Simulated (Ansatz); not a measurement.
In doubt: masses and optical values from hybrid runs of this build are listed as unsure (in some of the runs), which bears on the screening that GW takes from such a start.

System: KSrYWO6 (F-43m).

```cif
data_structure
_symmetry_space_group_name_H-M 'P 1'
_symmetry_Int_Tables_number 1
_cell_length_a 5.9305
_cell_length_b 5.9305
_cell_length_c 5.9305
_cell_angle_alpha 60.000
_cell_angle_beta 60.000
_cell_angle_gamma 60.000
_cell_volume 147.49
loop_
_atom_site_label
_atom_site_type_symbol
_atom_site_fract_x
_atom_site_fract_y
_atom_site_fract_z
_atom_site_occupancy
K1 K 0.25000 0.25000 0.25000 1
Sr2 Sr 0.75000 0.75000 0.75000 1
Y3 Y 0.50000 0.50000 0.50000 1
W4 W 0.00000 0.00000 0.00000 1
O5 O 0.76724 0.23276 0.23276 1
O6 O 0.23276 0.76724 0.76724 1
O7 O 0.76724 0.76724 0.23276 1
O8 O 0.23276 0.23276 0.76724 1
O9 O 0.23276 0.76724 0.23276 1
O10 O 0.76724 0.23276 0.76724 1
```

The cell and positions are those that the Materials Project relaxed with its own functionals (PBE, PBE+U or r2SCAN), kept fixed. Spin-orbit coupling is left out unless a run names it.

Gaps computed with Ansatz 0.2.0 without a self-energy: HSE06 3.79 eV, r2SCAN 2.82 eV and PBE0 4.54 eV.

What gap should G0W0 on HSE06 give (4×4×4 mesh, 808 empty bands, screening to 180 eV, PAW set soft_1 files)?

About 4.34 eV: on its mesh the run moves the gap from 3.79 eV by +0.54 eV. Among the scalar-relativistic levels given, PBE0 is nearest (+0.20 eV). Bands and cutoff are finite, so the gap is not at the basis limit. The miss can reach some tenths of an eV and take either sign; the mesh is an error of its own. The many-body steps are scalar-relativistic: spin-orbit coupling is not in them.

[Paths, hosts, dates, memory and timing lines, banners, echoed tables and standing remarks are left out of the program output.]

[Logs are printed without paths, hosts, clocks, repeated set-up lines and the standing remarks that a program may print on its own settings, such as how far it seeks lower states.]

[Runs of the session that timed out or met a known fault of the program may be left out.]

[Cells called generated may have been cut or substituted from an entry of the Crystallography Open Database or the Materials Project.]

[Hosts, paths, dates, database ids (printed as entryN), source tags and the programs' standing remarks are cut or masked in the printed files.]
